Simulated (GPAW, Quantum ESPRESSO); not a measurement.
The Rh L₃ edge of atom 1 in Rh (Rhodium, Fm-3m), with 12 Rh at 2.68 Å (cuboctahedral, site symmetry m-3m), was computed in 2 ways: excited-electron core hole (neutral cell) and no core hole. Program and functional: GPAW, PBE, Gaussian full width 2.13 eV up to 4 eV, rising linearly to 3.5 eV at 25 eV; cells of 1 and 13 atoms (the run without a hole in the smaller).

Each run is counted from its own lowest empty level or Fermi level and scaled to a mean of 1 over its first 20 eV.

| E (eV) | run 1 | run 2 |
| --- | --- | --- |
| -2.0 | 0.11 | 0.12 |
| -1.5 | 0.39 | 0.44 |
| -1.0 | 0.97 | 1.12 |
| -0.5 | 1.85 | 2.18 |
| 0.0 | 2.68 | 3.22 |
| 0.5 | 2.94 | 3.64 |
| 1.0 | 2.57 | 3.27 |
| 1.5 | 1.85 | 2.45 |
| 2.0 | 1.25 | 1.67 |
| 2.5 | 0.92 | 1.13 |
| 3.0 | 0.78 | 0.83 |
| 3.5 | 0.74 | 0.73 |
| 4.0 | 0.73 | 0.74 |
| 4.5 | 0.71 | 0.75 |
| 5.0 | 0.66 | 0.68 |
| 5.5 | 0.58 | 0.57 |
| 6.0 | 0.52 | 0.47 |
| 6.5 | 0.49 | 0.44 |
| 7.0 | 0.50 | 0.46 |
| 7.5 | 0.55 | 0.51 |
| 8.0 | 0.63 | 0.58 |
| 8.5 | 0.71 | 0.65 |
| 9.0 | 0.77 | 0.70 |
| 9.5 | 0.79 | 0.71 |
| 10.0 | 0.79 | 0.70 |
| 10.5 | 0.79 | 0.70 |
| 11.0 | 0.81 | 0.71 |
| 11.5 | 0.88 | 0.76 |
| 12.0 | 0.98 | 0.84 |
| 12.5 | 1.07 | 0.92 |
| 13.0 | 1.14 | 0.98 |
| 13.5 | 1.18 | 1.02 |
| 14.0 | 1.19 | 1.04 |
| 14.5 | 1.21 | 1.05 |
| 15.0 | 1.22 | 1.07 |
| 15.5 | 1.22 | 1.08 |
| 16.0 | 1.21 | 1.07 |
| 16.5 | 1.16 | 1.04 |
| 17.0 | 1.09 | 0.97 |
| 17.5 | 0.99 | 0.88 |
| 18.0 | 0.88 | 0.78 |
| 18.5 | 0.77 | 0.68 |
| 19.0 | 0.68 | 0.60 |
| 19.5 | 0.63 | 0.55 |
| 20.0 | 0.62 | 0.55 |
| 20.5 | 0.67 | 0.59 |
| 21.0 | 0.74 | 0.65 |
| 21.5 | 0.83 | 0.72 |
| 22.0 | 0.89 | 0.77 |
| 22.5 | 0.92 | 0.79 |
| 23.0 | 0.89 | 0.77 |
| 23.5 | 0.83 | 0.71 |
| 24.0 | 0.75 | 0.64 |
| 24.5 | 0.67 | 0.58 |
| 25.0 | 0.63 | 0.54 |
| 25.5 | 0.63 | 0.54 |
| 26.0 | 0.67 | 0.57 |
| 26.5 | 0.74 | 0.63 |
| 27.0 | 0.83 | 0.71 |
| 27.5 | 0.93 | 0.80 |
| 28.0 | 1.02 | 0.88 |
| 28.5 | 1.09 | 0.94 |
| 29.0 | 1.13 | 0.99 |
| 29.5 | 1.14 | 1.00 |
| 30.0 | 1.11 | 0.98 |
| 30.5 | 1.05 | 0.94 |
| 31.0 | 0.97 | 0.88 |
| 31.5 | 0.87 | 0.80 |
| 32.0 | 0.78 | 0.73 |

The database entry behind the starting cell differs from later determinations by our own check (an axis about 0.2 % short against later determinations), so it need not match the best structure at ambient conditions.

Q: Which run is which?

Run 1: excited-electron core hole (neutral cell) (area from −2 to 6 eV 10.0, main maxima 0.4 eV (2.96), 15.4 eV (1.22), 22.4 eV (0.92) and 29.4 eV (1.14)). Run 2: no core hole (area from −2 to 6 eV 11.9, main maxima 0.6 eV (3.64), 15.6 eV (1.08), 22.4 eV (0.79) and 29.4 eV (1.00)). With each curve scaled to its own mean, the area from −2 to 6 eV with the hole is 10.0 against 11.9, and the centre of weight from −1 to 20 eV moves by +1.0 eV (first and strongest maxima below 20 eV: 0.6 eV (3.64) and 15.6 eV (1.08) without the hole, 0.4 eV (2.96) and 15.4 eV (1.22) with it): the near-edge weight falls against the higher-lying part.

[Hosts, paths, dates, database ids (printed as entryN), source tags and the programs' standing remarks are cut or masked in the printed files.]

[Lists of maxima count a maximum above −3 eV only where it reaches 4 % of the highest in the window and stands out from its surroundings by 2 % of it (1.5 % where it reaches 55 %); shoulders and weaker maxima are passed over, and of the rest the first, up to two pre-edge ones and the few strongest are named.]
